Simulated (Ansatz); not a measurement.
# Ba2Sn (model cell, started as cuprite): phonons and vibrational spectra

Aim: the vibrations of Ba2Sn (model cell, started as cuprite), their spectra, and whether the structure is stable.

Program: Ansatz 0.2.0. Level of theory: DFT PBEsol, scalar-relativistic, plane waves, PAW. Results are calculated unless marked as measured.

This is a report of a sequence of runs, with most program output left out.

The structure was built from a prototype and need not be the compound's stable phase.

## Step 1: Starting point

It takes space group Pn-3m (No. 224, cubic). The conventional cell has a = 7.215 Å, b = 7.215 Å, c = 7.215 Å, α = 90.00°, β = 90.00°, γ = 90.00°. Nearest to Sn lie 4 Ba at 3.12 Å. Nearest to Ba lie 2 Sn at 3.12 Å. Farther neighbours are not listed.

## Step 2: Bringing the structure to rest

The cell and atoms are relaxed, since residual forces and stress would shift the frequencies.

File input.yaml:

```yaml
crystal:
  lattice:
    - [7.21457, 0.0, 0.0]
    - [0.0, 7.21457, 0.0]
    - [0.0, 0.0, 7.21457]
  atoms:
    - { symbol: Sn, position: [0.0, 0.0, 0.0] }
    - { symbol: Sn, position: [0.5, 0.5, 0.5] }
    - { symbol: Ba, position: [0.25, 0.25, 0.25] }
    - { symbol: Ba, position: [0.75, 0.75, 0.25] }
    - { symbol: Ba, position: [0.75, 0.25, 0.75] }
    - { symbol: Ba, position: [0.25, 0.75, 0.75] }
kpoints:
  mp_grid: { grid: [4, 4, 4] }
hamiltonian:
  xc: pbesol
scf:
  occupations: { method: gaussian, width: 0.1 }
output:
  forces: true
  stress: true
  eigenvalues: true
  write_density: true
  write_potential: true
  elf: true
  volumetric_format: npy
relax:
  adjacent_minimum: "off"
  f_tol: 0.005
  max_steps: 80
  cell: { stress_tol: 0.05 }
```

The run is started by

```bash
> ansatz run input.yaml --threads 8 --pin off --max-ram 14336MiB --backend cpu --events-out ev --progress --plain --runs-dir out
```

The job ended after 21 s (8 threads of Arm Neoverse N1, shared host; peak memory 1.2 GiB).

Step by step:

```csv
step,energy less that of the first step (eV),largest force component (eV/Å),pressure (GPa),volume (Å³)
1,0.0000,0.0000,1.70,375.52
2,-0.1955,0.0000,0.36,407.37
3,-0.2070,0.0000,0.05,416.75
4*,-0.2079,0.0000,0.05,416.75
```

Relaxation steps marked * repeat the geometry before them on a plane-wave basis chosen anew for their cell, so energy and pressure can jump there.

Forces are held to the 48 operations that the run works with; a distortion that breaks them can't arise in this run.

```csv
"conventional cell, symmetrised",before,after,change
a (Å),7.215,7.469,+3.5 %
b (Å),7.215,7.469,+3.5 %
c (Å),7.215,7.469,+3.5 %
volume (Å³/atom),62.59,69.46,+11.0 %
```

Final coordinates:

```xyz
6
Lattice="7.4695 0.0000 0.0000 0.0000 7.4695 0.0000 0.0000 0.0000 7.4695" Properties=species:S:1:pos:R:3 pbc="T T T"
Sn    0.0000    0.0000    0.0000
Sn    3.7347    3.7347    3.7347
Ba    1.8674    1.8674    1.8674
Ba    5.6021    5.6021    1.8674
Ba    5.6021    1.8674    5.6021
Ba    1.8674    5.6021    5.6021
```

Numbers from this step:

* pressure: 0.04896 GPa
* volume per atom: 69.46 Å³
* gap on the k-mesh: 0 eV

Valence density in the ac plane at fractional y = 0.250, with atoms of Ba within 0.2 Å of it. It is the smooth field of the valence electrons, not physical close to the nuclei.

Values in e/Å³, 11 rows by 16 columns, each cell a mean:
```
0.1 0.1 0.0 0.0 0.0 0.0 0.0 0.0 0.0 0.0 0.1 0.2 0.2 0.1 0.1 0.1
0.0 0.0 0.0 0.0 0.0 0.0 0.0 0.0 0.0 0.1 0.6 1.1 1.1 0.8 0.3 0.1
0.0 0.0 0.0 0.0 0.0 0.0 0.0 0.0 0.1 0.3 1.1 0.9 0.6 1.3 0.6 0.1
0.0 0.0 0.0 0.0 0.0 0.0 0.0 0.0 0.1 0.2 0.7 1.2 1.2 1.0 0.4 0.1
0.0 0.0 0.0 0.0 0.0 0.0 0.0 0.1 0.1 0.1 0.1 0.3 0.3 0.2 0.1 0.0
0.0 0.0 0.0 0.0 0.1 0.1 0.1 0.1 0.1 0.1 0.1 0.0 0.0 0.0 0.0 0.0
0.0 0.1 0.2 0.5 0.6 0.4 0.1 0.1 0.1 0.0 0.0 0.0 0.0 0.0 0.0 0.0
0.0 0.2 0.9 1.2 1.0 1.2 0.5 0.1 0.0 0.0 0.0 0.0 0.0 0.0 0.0 0.0
0.1 0.3 1.0 1.1 0.8 1.2 0.5 0.1 0.0 0.0 0.0 0.0 0.0 0.0 0.0 0.0
0.1 0.1 0.4 0.8 0.8 0.5 0.2 0.0 0.0 0.0 0.0 0.0 0.0 0.0 0.0 0.0
0.1 0.1 0.1 0.1 0.1 0.1 0.0 0.0 0.0 0.0 0.0 0.0 0.0 0.0 0.1 0.1
```
Columns run along a (7.5 Å), rows up along c (7.5 Å). Atoms in or near the plane, at fractional coordinates: Ba at (0.25, 0.25), Ba at (0.75, 0.75).

Electrostatic potential energy in the ac plane at fractional y = 0.250, with atoms of Ba within 0.2 Å of it. With pseudopotentials it is smooth inside the atoms' cores, unlike the true potential.

Ten even steps from '0' (-39 eV) to '9' (8 eV), each cell a mean:
```
999999999999988888999
999999999999887777899
999999999999874334789
999999999998741001478
999999999998730000378
999999999998730000378
999999999999752001478
999999999999875334788
999999999999987777889
999999999999999888999
999999999999999999999
998888889999999999999
988755578999999999999
987421247899999999999
985200025899999999999
985100015899999999999
986200025899999999999
987421247899999999999
998765578899999999999
999888888999999999999
999999999999999999999
```
Columns run along a (7.5 Å; values clipped at the 3rd and 97th percentile), rows up along c (7.5 Å). Atoms in or near the plane, at fractional coordinates: Ba at (0.25, 0.25), Ba at (0.75, 0.75).

ELF in the ac plane at fractional y = 0.250, with atoms of Ba within 0.2 Å of it. It is the smooth field of the valence electrons, not physical close to the nuclei.

Ten even steps from '0' (0.00) to '9' (0.86), each cell a mean:
```
776421000000001111136
666542111100036764213
456543221100379999621
244432222101599779941
123322222101697007961
012222233211697107971
012222345421489779961
011223456642258999730
011112456763224665300
000001246776321111000
000000113677642100000
000234311367764211110
003799852136665322110
027999995114554322210
038962598312443222210
039920299401232222321
127962699300122223442
215999997200122234554
422579873000112234666
632123320000111124567
764210000000000012467
```
Columns run along a (7.5 Å), rows up along c (7.5 Å). Atoms in or near the plane, at fractional coordinates: Ba at (0.25, 0.25), Ba at (0.75, 0.75).

In this step the volume went from 62.59 to 69.46 Å³/atom.

## Step 3: Bringing the structure to rest

The relaxation is repeated from its end on the same settings, as a check that it has come to rest.

input.yaml: that of step 2 with these lines changed.

```diff
@@ -2,5 +2,5 @@
   lattice:
-    - [7.21457, 0.0, 0.0]
-    - [0.0, 7.21457, 0.0]
-    - [0.0, 0.0, 7.21457]
+    - [7.4694863295, 0.0, 0.0]
+    - [0.0, 7.4694863295, 0.0]
+    - [0.0, 0.0, 7.4694863295]
   atoms:
```

Run time: 13 s. Hardware: 8 threads; peak memory 1.2 GiB.

Little changed from the start: no atom moved by 0.005 Å and no cell edge by 0.1 %.

In this step the volume went from 69.46 to 69.46 Å³/atom.

## Step 4: Tight relaxation

Phonons need a cell at rest on their own settings, so the relaxation is repeated with tight tolerances on forces and stress on the k mesh and occupations of the first response run.

input.yaml, the sections that differ from step 3:

```yaml
scf:
  occupations: { method: methfessel_paxton, width: 0.15 }
output:
  forces: true
  stress: true
  eigenvalues: true
relax:
  adjacent_minimum: "off"
  f_tol: 0.001
  max_steps: 60
  cell: { stress_tol: 0.01 }
# crystal, kpoints, hamiltonian: as in step 3
```

Wall time 23 s (8 threads); peak memory 1.2 GiB; 1.8 min of CPU time.

Step by step:

```csv
step,energy less that of the first step (eV),largest force component (eV/Å),pressure (GPa),volume (Å³)
1,0.0000,0.0000,0.05,416.75
2,-0.0002,0.0000,0.02,417.82
3,-0.0002,0.0000,0.00,418.41
4*,-0.0003,0.0000,0.00,418.41
```

Relaxation steps marked * repeat the geometry before them on a plane-wave basis chosen anew for their cell, so energy and pressure can jump there.

The run keeps the 48 symmetry operations that it works with, so distortions that break them were not tested.

```csv
"conventional cell, symmetrised",before,after,change
a (Å),7.469,7.479,+0.1 %
b (Å),7.469,7.479,+0.1 %
c (Å),7.469,7.479,+0.1 %
volume (Å³/atom),69.46,69.73,+0.4 %
```

The relaxed structure:

```xyz
6
Lattice="7.4794 0.0000 0.0000 0.0000 7.4794 0.0000 0.0000 0.0000 7.4794" Properties=species:S:1:pos:R:3 pbc="T T T"
Sn    0.0000    0.0000    0.0000
Sn    3.7397    3.7397    3.7397
Ba    1.8698    1.8698    1.8698
Ba    5.6095    5.6095    1.8698
Ba    5.6095    1.8698    5.6095
Ba    1.8698    5.6095    5.6095
```

Numbers from this step:

```yaml
pressure: 1.24e-4 GPa
volume_per_atom: 69.73 Å³
```

The forces vanish by symmetry and the pressure is 0.000 GPa, within the tolerances set. The cell now holds 69.73 Å³/atom.

## Step 5: Response at finite wavevector

The mesh has a single point along some directions, so zone-edge points there are not solved. Linear response on a 1×1×1 q mesh gives force constants as far as a supercell of that size would.

File input.yaml:

```yaml
crystal:
  lattice:
    - [7.4793971907, 0.0, 0.0]
    - [0.0, 7.4793971907, 0.0]
    - [0.0, 0.0, 7.4793971907]
  atoms:
    - { symbol: Sn, position: [0.0, 0.0, 0.0] }
    - { symbol: Sn, position: [0.5, 0.5, 0.5] }
    - { symbol: Ba, position: [0.25, 0.25, 0.25] }
    - { symbol: Ba, position: [0.75, 0.75, 0.25] }
    - { symbol: Ba, position: [0.75, 0.25, 0.75] }
    - { symbol: Ba, position: [0.25, 0.75, 0.75] }
kpoints:
  mp_grid: { grid: [4, 4, 4] }
hamiltonian:
  xc: pbesol
scf:
  occupations: { method: methfessel_paxton, width: 0.15 }
output:
  eigenvalues: true
phonons:
  method: dfpt
  qmesh: [1, 1, 1]
  temperatures: { t_max: 1000, t_step: 50 }
  qpath:
    path:
      - [[0.0, 0.0, 0.0], [0.0, 0.5, 0.0], [0.5, 0.5, 0.0], [0.0, 0.0, 0.0], [0.5, 0.5, 0.5], [0.0, 0.5, 0.0]]
      - [[0.5, 0.5, 0.5], [0.5, 0.5, 0.0]]
    npoints: 10
```

It took 67 s on 8 threads; peak memory 2.5 GiB.

This step gave:

```
sum-rule residual before enforcement                          : 6.78e-5 eV/Å²
point group                                                   : m-3m
highest optical mode at the zone centre (no LO-TO term)       : 137.7 cm⁻¹
lowest optical zone-centre mode                               : -56.69 cm⁻¹
lowest mode on the q mesh (acoustic modes at Γ apart)         : -56.69 cm⁻¹
highest frequency at a solved wavevector (no LO-TO term at Γ) : 137.7 cm⁻¹
```

Frequencies (cm⁻¹) solved at each irreducible wavevector; negative means imaginary. Frequencies by wavevector, by row:

```csv
q in reciprocal lattice units,star,mode 1,mode 2,mode 3,mode 4,mode 16,mode 17,mode 18
0 0 0,1,-56.7,-56.7,-56.7,0,137.7,137.7,137.7
```

Symmetry leaves 1 wavevectors to solve. The lowest mode among them, the acoustic zeros apart, lies at Γ and is imaginary, 56.7i cm⁻¹, so the energy falls along it.

## Step 6: Outcome

```json
{
  "space group after relaxation (within 0.01 Å)": "Pn-3m",
  "volume per atom": "69.7 Å³",
  "electronic character": "no gap on this mesh",
  "highest optical mode at the zone centre (no LO-TO term)": "138 cm⁻¹",
  "lowest optical zone-centre mode": "-56.7 cm⁻¹",
  "lowest mode on the q mesh (acoustic modes at Γ apart)": "-56.7 cm⁻¹",
  "imaginary modes on the 1×1×1 q mesh": "yes"
}
```

In words: Modes are clearly imaginary (beyond 10i cm⁻¹) at 1 of the 1 irreducible wavevectors, most at Γ (56.7i cm⁻¹), so this structure is not a minimum of the energy. The optical modes at Γ span -57 to 138 cm⁻¹ (negative means imaginary). The q mesh is too sparse to interpolate, so only the solved wavevectors are given. With no gap, or one that is small against the smearing, the frequencies hang on the k mesh and the smearing, most of all near Kohn anomalies. Spin-orbit coupling is left out, which can matter for the heavy elements here. The starting cell was built on a prototype and not taken from a measurement, so the phase need not exist. These are harmonic frequencies at zero temperature: anharmonic shifts, linewidths and thermal expansion are left out.

[Logs are printed without paths, hosts, clocks, repeated set-up lines and the standing remarks that a program may print on its own settings, such as how far it seeks lower states.]

[Hosts, paths, dates, database ids (printed as entryN), source tags and the programs' standing remarks are cut or masked in the printed files.]
